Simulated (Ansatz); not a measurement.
# Lattice dynamics of YbC2 (I4/mmm), part 2 of 2

Aim: the vibrations of YbC2 (I4/mmm), their spectra, and whether the structure is stable.

Ansatz 0.2.0; DFT PBEsol, scalar-relativistic, plane waves, PAW.

So far. Step 4 (Relaxing to small forces for the phonons): The largest force component left is 0.22 meV/Å and the pressure is 0.000 GPa, within the tolerances set. The cell now holds 13.25 Å³/atom. The relaxed cell has a = 3.608, c = 6.107 Å (conventional setting).

### Step 5. Modes at Γ

The zone centre comes first: it holds the modes that light can see, as far as symmetry allows. No field response is asked, since the mesh shows no gap.

Contents of input.yaml:

```yaml
crystal:
  lattice:
    - [-1.8041165985, 1.8041165985, 3.0536967052]
    - [1.8041165985, -1.8041165985, 3.0536967052]
    - [1.8041165985, 1.8041165985, -3.0536967052]
  atoms:
    - { symbol: Yb, position: [0.0, 0.0, 0.0] }
    - { symbol: C, position: [0.6050897789, 0.6050897789, 0.0] }
    - { symbol: C, position: [0.3949102211, 0.3949102211, 0.0] }
kpoints:
  mp_grid: { grid: [16, 16, 16] }
hamiltonian:
  xc: pbesol
scf:
  occupations: { method: methfessel_paxton, width: 0.2 }
output:
  eigenvalues: true
phonons:
  method: dfpt
```

Launch:

```
$ ansatz run input.yaml --threads 8 --pin off --max-ram 14336MiB --backend cpu --events-out ev --progress --plain --runs-dir out
```

Numbers of over 12 decimals in the logs are rounded to 6 here.

Log:

```text
zone centre: on kpoints.mp_grid the ground state, and the responses unless they are solved on pairs of k-points, stand on 621 of the mesh's 4096 k-points, reduced under 4 symmetry operations, with k and −k counted as one. Each operation leaves every solved displacement unchanged or reverses it
[...]
Crystal: 3 atoms, lattice volume = 39.757 Å³
Basis set: ecut = 420 eV, 767 PW (Γ), exchange–correlation on 54×54×54 points (8 copies of the dense FFT grid, shifted against one another)
Bands: 20, of which v1, the nominal top of the filled ones, is band 16 counted from 1 (15 counted from 0)
Symmetry: 16 space group operations
k-points: 621 of 4096 (irreducible under 4 space group operations, time reversal used)
[...]
SCF iter   1: F=—  HF=-14174.850341 eV  |F-HF|=—  |Δ(HF+E_count)|=         —  Δρ=3.71e-1  dr2=5.97e1  ethr=3.10e-3  ⟨swp⟩=4.8  Hψ=59540  notcnv=0
[...]
SCF iter  18: F=-14170.114513 eV  HF=-14170.114513 eV  |F-HF|=1.82e-12  |Δ(HF+E_count)|=    0.00e0  S|Δr|=    0.00e0  Δρ=1.46e-7  dr2=4.11e-12  ethr=1.00e-12  ⟨swp⟩=7.1  Hψ=69739  notcnv=0
SCF 1 converged in 18 iterations: F = -14170.114513 eV  dr2 = 4.11e-12
[...]
DFPT response loops at Γ: preconditioner auto → Kerker (q_TF=auto, 2.631 Å⁻¹) (partly filled bands, converged f_vac=0.000); β = 1.00, the filter's whole step (`scf.mixing.beta` (0.50) is not read by the response loops under this deck's `scf.mixing.preconditioner`; to damp them name `kerker` or `kerker_dos`, under which they read `scf.mixing.beta`, and type it under 1.00, their step now; both keys bind the ground state too); Broyden in place of MSR1
SCF converged after 18 iterations
[...]
Free energy (F): -14170.114513 eV
[...]
Internal energy: -14170.194257 eV  (E = F + TS)
E sigma→0 (E₀):  -14170.134449 eV
Entropy (-TS):   0.079744 eV (26.581 meV/atom)
Fermi energy:    12.413017 eV
[...]
--- Band table (eV; the first three rows and the last of 621) ---
  k-point 0: bands = [... 12 lower, 12.2204, 12.4326, 12.5254, 12.5254, 13.1603, 13.1603, 14.6570, 16.4976]
  k-point 1: bands = [... 12 lower, 12.2177, 12.3735, 12.4609, 12.4811, 13.0396, 13.4666, 14.9092, 16.7360]
  k-point 2: bands = [... 12 lower, 12.2092, 12.3272, 12.3569, 12.4015, 12.7482, 14.1868, 15.5780, 17.1207]
  k-point 620: bands = [... 12 lower, 12.1644, 12.2101, 12.4230, 12.4230, 13.1126, 16.9609, 17.7894, 17.7894]
--- Phonons (Γ-DFPT): 4 representative perturbations + reference, on 621 of 4096 k-points (Σ response iterations 21) ---
  k mesh reduced under 4 symmetry operations, with k and −k counted as one. Each operation leaves every solved displacement unchanged or reverses it
  ASR residual: 3.533e-5 → 0.000e0 eV/Å²; symmetrization residual: 3.381e-6 eV/Å²
  ASR residual per site (eV/Å²): 3.53e-5 1.07e-5 1.07e-5
  Γ frequencies (cm⁻¹): 0.00 0.00 0.00 276.80 276.80 362.64 425.07 425.07 1704.75
  non-analytic LO–TO correction: not included (Born effective charges unavailable; polar crystals: no LO–TO splitting at Γ)
```

Elapsed: 38 s, on 8 threads of Intel Xeon Platinum 8375C at 2.90GHz (Ice Lake), shared host; peak memory 1.8 GiB; 4.1 min of CPU time.

This step gave:

- sum-rule residual before enforcement: 3.53e-5 eV/Å²
- point group: 4/mmm
- highest optical mode at the zone centre (no LO-TO term): 1705 cm⁻¹
- lowest optical zone-centre mode: 276.8 cm⁻¹

Patterns of degenerate modes are one choice out of their space. Modes at Γ, with each element's share of the kinetic energy:

| mode | frequency (cm⁻¹) | symmetry | Yb % | C % |
| --- | --- | --- | --- | --- |
| 1 | 0.0 | acoustic | 88 | 12 |
| 2 | 0.0 | acoustic | 88 | 12 |
| 3 | 0.0 | acoustic | 88 | 12 |
| 4 | 276.8 | Eu | 12 | 88 |
| 5 | 276.8 | Eu | 12 | 88 |
| 6 | 362.6 | A2u | 12 | 88 |
| 7 | 425.1 | Eg | 0 | 100 |
| 8 | 425.1 | Eg | 0 | 100 |
| 9 | 1704.8 | A1g | 0 | 100 |

Displacements in mode 5 (276.8 cm⁻¹), the largest set to 1:
```
Yb1 -0.14  0.00  0.00
C2   1.00  0.00  0.00
C3   1.00  0.00  0.00
```

Displacements in mode 8 (425.1 cm⁻¹), the largest set to 1:
```
Yb1  0.00  0.00  0.00
C2   1.00 -0.04  0.00
C3  -1.00  0.04  0.00
```

Before it was imposed, the acoustic sum rule was missed by 3.5e-5 eV/Å². Small misses are needed for a sound result but don't prove that mesh and cutoff are converged. The lowest optical mode is real, 277 cm⁻¹.

### Step 6. Response at finite wavevector

Stability and thermal properties need the whole zone. Linear response on a 4×4×4 q mesh gives force constants as far as a supercell of that size would.

input.yaml: that of step 5 with these lines changed.

```diff
@@ -19 +19,10 @@
   method: dfpt
+  qmesh: [4, 4, 4]
+  temperatures: { t_max: 1000, t_step: 50 }
+  qpath:
+    path:
+      - [[0.0, 0.0, 0.0], [0.0, 0.0, 0.5], [0.25, 0.25, 0.25], [0.0, 0.5, 0.0], [0.0, 0.0, 0.0], [0.5, 0.5, -0.5], [0.33726044, 0.66273956, -0.33726044]]
+      - [[-0.33726044, 0.33726044, 0.33726044], [0.0, 0.0, 0.0]]
+      - [[0.0, 0.0, 0.5], [-0.17452089, 0.17452089, 0.5]]
+      - [[0.5, 0.5, -0.17452089], [0.5, 0.5, -0.5]]
+    npoints: 10
```

Log:

```text
Warning: phonons: the dynamical matrix that this run interpolates holds no multipole term above the dipole-dipole one, and a site of this crystal is no centre of inversion, so its interpolated transverse optical and acoustic branches and sound speeds can stay off near Gamma, and the density of states and the thermodynamics with them. What a run solves at a wave vector of phonons.qpoints, Gamma apart, where the deck admits one, is free of this, and under fd what a larger phonons.supercell samples
[...]
Crystal: 3 atoms, lattice volume = 39.757 Å³
Basis set: ecut = 420 eV, 767 PW (Γ), exchange–correlation on 54×54×54 points (8 copies of the dense FFT grid, shifted against one another)
Bands: 20, of which v1, the nominal top of the filled ones, is band 16 counted from 1 (15 counted from 0)
Symmetry: 16 space group operations
k-points: 349 of 4096
[...]
SCF iter   1: F=—  HF=-14174.850387 eV  |F-HF|=—  |Δ(HF+E_count)|=         —  Δρ=3.71e-1  dr2=5.97e1  ethr=3.10e-3  ⟨swp⟩=4.9  Hψ=33091  notcnv=0
[...]
SCF iter  18: F=-14170.114513 eV  HF=-14170.114513 eV  |F-HF|=7.28e-12  |Δ(HF+E_count)|=  3.64e-12  S|Δr|=    0.00e0  Δρ=1.47e-7  dr2=4.14e-12  ethr=1.00e-12  ⟨swp⟩=7.0  Hψ=38724  notcnv=0
SCF 1 converged in 18 iterations: F = -14170.114513 eV  dr2 = 4.14e-12
[...]
SCF iter   5: F=-14170.114513 eV  HF=-14170.114513 eV  |F-HF|=9.09e-12  |Δ(HF+E_count)|=  1.82e-12  S|Δr|=    0.00e0  Δρ=1.42e-7  dr2=5.71e-12  ethr=1.00e-12  ⟨swp⟩=3.9  Hψ=19906  notcnv=0
SCF 2 converged in 5 iterations: F = -14170.114513 eV  dr2 = 5.71e-12
phonons: the bands overlap, so this run is a metal and interpolates without the dipole-dipole term. If the crystal is really an insulator or semiconductor, its LO-TO splitting is missing
NSCF: frozen V_eff on 349 k-points
[...]
DFPT response loops at q = (0, 0, 0) (fractional): preconditioner auto → Kerker (q_TF=auto, 2.631 Å⁻¹) (partly filled bands, converged f_vac=0.000); β = 1.00, the filter's whole step (`scf.mixing.beta` (0.50) is not read by the response loops under this deck's `scf.mixing.preconditioner`; to damp them name `kerker` or `kerker_dos`, under which they read `scf.mixing.beta`, and type it under 1.00, their step now; both keys bind the ground state too); Broyden in place of MSR1
[...]
SCF converged after 18 iterations
[...]
Free energy (F): -14170.114513 eV
[...]
Internal energy: -14170.194257 eV  (E = F + TS)
E sigma→0 (E₀):  -14170.134449 eV
Entropy (-TS):   0.079744 eV (26.581 meV/atom)
Fermi energy:    12.413017 eV
[...]
--- Band table (eV; the first three rows and the last of 349) ---
  k-point 0: bands = [... 12 lower, 12.2204, 12.4326, 12.5254, 12.5254, 13.1603, 13.1603, 14.6570, 16.4976]
  k-point 1: bands = [... 12 lower, 12.2177, 12.3735, 12.4609, 12.4811, 13.0396, 13.4666, 14.9092, 16.7360]
  k-point 2: bands = [... 12 lower, 12.2092, 12.3272, 12.3569, 12.4015, 12.7482, 14.1868, 15.5780, 17.1207]
  k-point 348: bands = [... 12 lower, 12.1644, 12.2101, 12.4230, 12.4230, 13.1126, 16.9609, 17.7894, 17.7894]
--- Phonons (Γ-DFPT): 4 representative perturbations + reference (Σ response iterations 13) ---
  ASR residual: 3.674e-5 → 0.000e0 eV/Å²; symmetrization residual: 1.601e-7 eV/Å²
  ASR residual per site (eV/Å²): 3.67e-5 7.66e-6 7.66e-6
  Γ frequencies (cm⁻¹): 0.00 0.00 0.00 276.80 276.80 362.64 425.07 425.07 1704.75
--- Phonons (arbitrary-q DFPT): 13 irreducible q on the 4×4×4 mesh ---
  q = [0.0000, 0.0000, 0.0000] (star 1, of the zone-centre solve; hermiticity 4.80e-9, symmetrization 3.48e-14): -0.00 0.00 0.00 276.80 276.80 362.64 425.07 425.07 1704.75
  q = [0.0000, 0.0000, 0.2500] (star 4, 4 solved perturbations in 6672 linear systems a pass and spin channel, the states on 2176 of 4096 k-point pairs; hermiticity 1.57e-8, symmetrization 1.77e-13): 32.77 71.70 103.15 291.82 345.56 351.42 376.20 422.19 1689.70
[...]
q = [0.0000, 0.2500, 0.0000] (star 8, 6 solved perturbations on 2176 of 4096 k-point pairs; hermiticity 1.35e-8, symmetrization 1.86e-14): 63.76 85.35 87.63 290.33 320.15 363.41 398.97 405.80 1690.06
[...]
sum rule: each row above includes the acoustic sum rule's correction from the zone centre's row sums; it moved no ω² by more than (0.42 cm⁻¹)²
  mesh force constants: q→R imaginary residual 2.05e-19; ASR residual 3.674e-5 → 0.000e0 eV/Å²; symmetrization residual 1.421e-14 eV/Å²
  interpolated dispersion: 94 rows × 9 modes
  density of states and harmonic sums: on the 20×20×24 q-mesh, interpolated from the force constants of a 4×4×4 supercell (no non-analytic term)
  largest difference from the sums on the solved wave vectors: F 1.24e-2 eV, S 1.64e-5 and C_V 4.01e-6 eV/K
  zero-point energy: 0.229194 eV/cell   skipped modes (ω ≤ 0): 3   left out of the sums: 3.47e-5 of the cell's modes: C_V's classical limit lies that fraction below 3 k_B per atom; for a crystal, a wire or a layer, F and S can be off by more, and a phonons.interpolated_qmesh denser along its periods is the remedy for the sampling
```

Wall time 16 min (8 threads); peak memory 8.1 GiB; 2 h of CPU time.

This step gave:

```yaml
sum_rule_residual_before_enforcement: 3.67e-5 eV/Å²
lowest_frequency_on_the_path: 0 cm⁻¹
highest_frequency_on_the_path_or_at_a_solved_wavevector: 1705 cm⁻¹
mean_frequency: 410.8 cm⁻¹
debye_temperature_second_moment: 1155 K
logarithmic_mean_frequency: 261.5 cm⁻¹
lowest_mode_on_the_q_mesh_acoustic_modes_at_gamma_apart: 32.77 cm⁻¹
zero_point_energy_per_atom: 76.4 meV
heat_capacity_at_300_k: 19.27 J/(mol atoms K)
vibrational_entropy_at_300_k: 23.90 J/(mol atoms K)
edges_of_the_widest_gap_between_branches_on_path_and_mesh: 425.1, 1675 cm⁻¹
```

Frequencies (cm⁻¹) solved at each irreducible wavevector; negative means imaginary. Frequencies by wavevector, by row:

| q in reciprocal lattice units | star | mode 1 | mode 2 | mode 3 | mode 4 | mode 5 | mode 6 | mode 7 | mode 8 | mode 9 |
| --- | --- | --- | --- | --- | --- | --- | --- | --- | --- | --- |
| 0 0 0 | 1 | 0 | 0 | 0 | 276.8 | 276.8 | 362.6 | 425.1 | 425.1 | 1705 |
| 0 0 0.25 | 4 | 32.8 | 71.7 | 103.2 | 291.8 | 345.6 | 351.4 | 376.2 | 422.2 | 1690 |
| 0 0 -0.5 | 2 | 60.8 | 98.8 | 110.6 | 283 | 298.1 | 358 | 358.8 | 420.3 | 1685 |
| 0 0.25 0 | 8 | 63.8 | 85.3 | 87.6 | 290.3 | 320.1 | 363.4 | 399 | 405.8 | 1690 |
| 0 0.25 0.25 | 16 | 95.9 | 97.8 | 112.4 | 306.3 | 316.1 | 360.1 | 364.3 | 402.7 | 1682 |
| 0 -0.5 0 | 4 | 87.1 | 119.3 | 126.4 | 317.8 | 348.1 | 359.4 | 372.7 | 374.7 | 1682 |
| 0 -0.5 0.25 | 8 | 76.8 | 104.6 | 124.5 | 289.1 | 336.2 | 364 | 375.2 | 384.1 | 1682 |
| 0.25 0.25 0.25 | 2 | 100.3 | 100.3 | 122.2 | 295.7 | 295.7 | 374.9 | 392.6 | 392.6 | 1675 |
| 0.25 0.25 -0.25 | 2 | 36.8 | 36.8 | 125.5 | 276.6 | 276.6 | 372.1 | 378.7 | 378.7 | 1689 |
| 0.25 -0.5 -0.5 | 8 | 78.4 | 98.1 | 110.2 | 298.8 | 308.7 | 337.3 | 352.1 | 361.6 | 1691 |
| 0.25 -0.25 0.25 | 4 | 48.2 | 88 | 119.8 | 313 | 340 | 359.1 | 363.2 | 383.9 | 1688 |
| 0.25 -0.25 -0.5 | 4 | 71 | 92.4 | 108.2 | 277.8 | 329.7 | 338.8 | 339.9 | 375.1 | 1691 |
| -0.5 -0.5 -0.5 | 1 | 68.2 | 68.2 | 91.2 | 271.1 | 271.1 | 315.7 | 315.7 | 349.4 | 1701 |

Interpolated from a 4×4×4 q mesh. The phonon branches at the labelled points (cm⁻¹):

| point | branch 1 | branch 2 | branch 3 | branch 4 | branch 5 | branch 6 | branch 7 | branch 8 | branch 9 |
| --- | --- | --- | --- | --- | --- | --- | --- | --- | --- |
| Γ | 0 | 0 | 0 | 277 | 277 | 363 | 425 | 425 | 1705 |
| halfway | 33 | 72 | 103 | 292 | 346 | 351 | 376 | 422 | 1690 |
| X | 61 | 99 | 111 | 283 | 298 | 358 | 359 | 420 | 1685 |
| halfway | 98 | 99 | 106 | 289 | 298 | 366 | 368 | 413 | 1680 |
| P | 100 | 100 | 122 | 296 | 296 | 375 | 393 | 393 | 1675 |
| halfway | 96 | 111 | 124 | 306 | 318 | 368 | 383 | 386 | 1678 |
| N | 87 | 119 | 126 | 318 | 348 | 359 | 373 | 375 | 1682 |
| halfway | 64 | 85 | 88 | 290 | 320 | 363 | 399 | 406 | 1690 |
| Γ | 0 | 0 | 0 | 277 | 277 | 363 | 425 | 425 | 1705 |
| halfway | 37 | 37 | 126 | 277 | 277 | 372 | 379 | 379 | 1689 |
| M | 68 | 68 | 91 | 271 | 271 | 316 | 316 | 349 | 1701 |
| halfway | 76 | 85 | 87 | 286 | 287 | 317 | 330 | 351 | 1699 |
| S | 69 | 87 | 113 | 319 | 319 | 321 | 352 | 359 | 1692 |
| jump to S0 | 69 | 87 | 113 | 319 | 319 | 321 | 352 | 359 | 1692 |
| halfway | 30 | 75 | 102 | 298 | 342 | 350 | 396 | 406 | 1690 |
| Γ | 0 | 0 | 0 | 277 | 277 | 363 | 425 | 425 | 1705 |
| jump to X | 61 | 99 | 111 | 283 | 298 | 358 | 359 | 420 | 1685 |
| halfway | 62 | 103 | 108 | 282 | 305 | 355 | 356 | 414 | 1686 |
| R | 65 | 101 | 109 | 281 | 321 | 348 | 348 | 397 | 1688 |
| jump to G′ | 65 | 101 | 109 | 281 | 321 | 348 | 348 | 397 | 1688 |
| halfway | 80 | 81 | 97 | 274 | 316 | 328 | 329 | 355 | 1696 |
| M | 68 | 68 | 91 | 271 | 271 | 316 | 316 | 349 | 1701 |

The phonon branches as a text plot (rows in cm⁻¹; labels by their first letter):

```
   1669 |********************************************************
   1598 |
   1527 |
   1456 |
   1385 |
   1314 |
   1243 |
   1172 |
   1101 |
   1030 |
    959 |
    888 |
    817 |
    746 |
    675 |
    604 |
    533 |
    462 |
    391 |********************************      ***************
    320 | *************************      ************** *********
    249 |**       *              ************         ***********
    178 |
    107 |  **********************     ****************  *********
     36 |**********             ************   **************   *
         Γ        X  P      N      Γ       M  S|S     Γ|X R|G   M
```

Tetrahedra on a 20×20×24 mesh, mean over bins of 20 cm-1. Interpolated from a 4×4×4 q mesh. Phonon density of states against wavenumber; read off at these points:

wavenumber (cm⁻¹), phonon density of states (1/cm⁻¹/cell) and a bar:
```
       10     0.0004 
       70     0.0251 #############
      110     0.0515 ##########################
      130     0.0113 ######
      190     0.0000 
      250     0.0000 
      310     0.0316 ################
      370     0.0585 ##############################
      430     0.0021 #
      470     0.0000 
      530     0.0000 
      590     0.0000 
      650     0.0000 
      710     0.0000 
      770     0.0000 
      830     0.0000 
      890     0.0000 
      950     0.0000 
     1010     0.0000 
     1070     0.0000 
     1130     0.0000 
     1190     0.0000 
     1250     0.0000 
     1290     0.0000 
     1350     0.0000 
     1410     0.0000 
     1470     0.0000 
     1530     0.0000 
     1590     0.0000 
     1650     0.0000 
     1690     0.0437 ######################
     1710     0.0006
```

The partial phonon density of states has structure finer than the step of the table below, so its rows give means over 50 cm⁻¹, whole bins alone (the curve runs from -10 to 1766 cm⁻¹). Peaks (cm⁻¹: height): C 358.6: 0.0515, 1687.7: 0.0289; Yb 101.7: 0.0459.

Phonopy on the run's constants, 19x19x21 mesh, Gaussian sigma 12.7 cm-1. Interpolated from a 4×4×4 q mesh. The partial phonon density of states by wavenumber; means over each step; values in 1/cm⁻¹/cell:

| wavenumber (cm⁻¹) | C | Yb |
| --- | --- | --- |
| 50 | 0.00104 | 0.0129 |
| 100 | 0.00125 | 0.0384 |
| 150 | 6.8e-5 | 0.00553 |
| 200 | 8.0e-8 | 9.8e-7 |
| 250 | 0.00293 | 1.6e-4 |
| 300 | 0.0272 | 0.00101 |
| 350 | 0.0419 | 0.00110 |
| 400 | 0.0239 | 1.8e-4 |
| 450 | 0.00165 | 1.3e-6 |
| 500 | 0 | 0 |
| 550 | 0 | 0 |
| 600 | 0 | 0 |
| 650 | 0 | 0 |
| 700 | 0 | 0 |
| 750 | 0 | 0 |
| 800 | 0 | 0 |
| 850 | 0 | 0 |
| 900 | 0 | 0 |
| 950 | 0 | 0 |
| 1000 | 0 | 0 |
| 1050 | 0 | 0 |
| 1100 | 0 | 0 |
| 1150 | 0 | 0 |
| 1200 | 0 | 0 |
| 1250 | 0 | 0 |
| 1300 | 0 | 0 |
| 1350 | 0 | 0 |
| 1400 | 0 | 0 |
| 1450 | 0 | 0 |
| 1500 | 0 | 0 |
| 1550 | 0 | 0 |
| 1600 | 4.3e-7 | 0 |
| 1650 | 0.00456 | 0 |
| 1700 | 0.0153 | 0 |

Harmonic thermodynamic functions per atom, from the density of states. Interpolated from a 4×4×4 q mesh. Thermodynamic functions, by row:

| T (K) | F_vib (meV/atom) | S (J/mol-atom/K) | C_V (J/mol-atom/K) |
| --- | --- | --- | --- |
| 0 | 76.4 | 0 | 0 |
| 50 | 75.97 | 2.676 | 4.87 |
| 100 | 73.32 | 7.537 | 9.638 |
| 200 | 60.67 | 16.62 | 16.46 |
| 300 | 39.52 | 23.9 | 19.27 |
| 400 | 11.65 | 29.66 | 20.65 |
| 500 | -21.59 | 34.36 | 21.53 |
| 600 | -59.33 | 38.35 | 22.18 |
| 700 | -100.9 | 41.81 | 22.68 |
| 800 | -145.8 | 44.86 | 23.06 |
| 900 | -193.8 | 47.6 | 23.36 |
| 1000 | -244.4 | 50.07 | 23.61 |

Harmonic mean-square displacement, third of the trace. Interpolated from a 4×4×4 q mesh. Mean square displacements, by row:

| T (K) | Yb1 U_eq (Å²) | C2 U_eq (Å²) | C3 U_eq (Å²) |
| --- | --- | --- | --- |
| 0 | 0.00112 | 0.0039 | 0.0039 |
| 100 | 0.00251 | 0.00484 | 0.00484 |
| 300 | 0.00694 | 0.0089 | 0.0089 |
| 600 | 0.01377 | 0.01633 | 0.01633 |

Symmetry leaves 13 wavevectors to solve. The lowest mode among them, the acoustic zeros apart, lies at q = (0, 0, 0.25) and is real, 32.8 cm⁻¹.

### Step 7. What came out

| Property | Result |
| --- | --- |
| space group after relaxation (within 0.01 Å) | I4/mmm |
| volume per atom | 13.3 Å³ |
| electronic character | no gap on this mesh |
| highest optical mode at the zone centre (no LO-TO term) | 1705 cm⁻¹ |
| lowest optical zone-centre mode | 277 cm⁻¹ |
| lowest mode on the q mesh (acoustic modes at Γ apart) | 32.8 cm⁻¹ |
| highest frequency on the path or at a solved wavevector | 1705 cm⁻¹ |
| zero-point energy per atom | 76.4 meV |
| heat capacity at 300 K | 19.3 J/(mol atoms K) |
| vibrational entropy at 300 K | 23.9 J/(mol atoms K) |
| Debye temperature (second moment) | 1155 K |
| imaginary modes on the 4×4×4 q mesh | none |

What this shows: The structure is a minimum as far as tested: no mode is imaginary at the 13 irreducible wavevectors of the 4×4×4 mesh, and the softest away from the acoustic zeros lies at 33 cm⁻¹. The optical modes at Γ span 277 to 1705 cm⁻¹. The highest mode in this list at Γ, 1704.8 cm⁻¹, is mostly motion of C (100 % of the kinetic energy). On the path and the mesh, the widest gap between branches runs from 425 to 1675 cm⁻¹. With no gap, or one that is small against the smearing, the frequencies hang on the k mesh and the smearing, most of all near Kohn anomalies. The phonon runs are without spin polarisation, although Yb often carries a moment. The 4f shell is treated without a U, so valence and screening may be off. Spin-orbit coupling is left out, which can matter for the heavy elements here. A phonon run warned that its eigensolver left some bands unconverged in a pass. These are harmonic frequencies at zero temperature: anharmonic shifts, linewidths and thermal expansion are left out.

[Logs are printed without paths, hosts, clocks, repeated set-up lines and the standing remarks that a program may print on its own settings, such as how far it seeks lower states.]

[Hosts, paths, dates, database ids (printed as entryN), source tags and the programs' standing remarks are cut or masked in the printed files.]
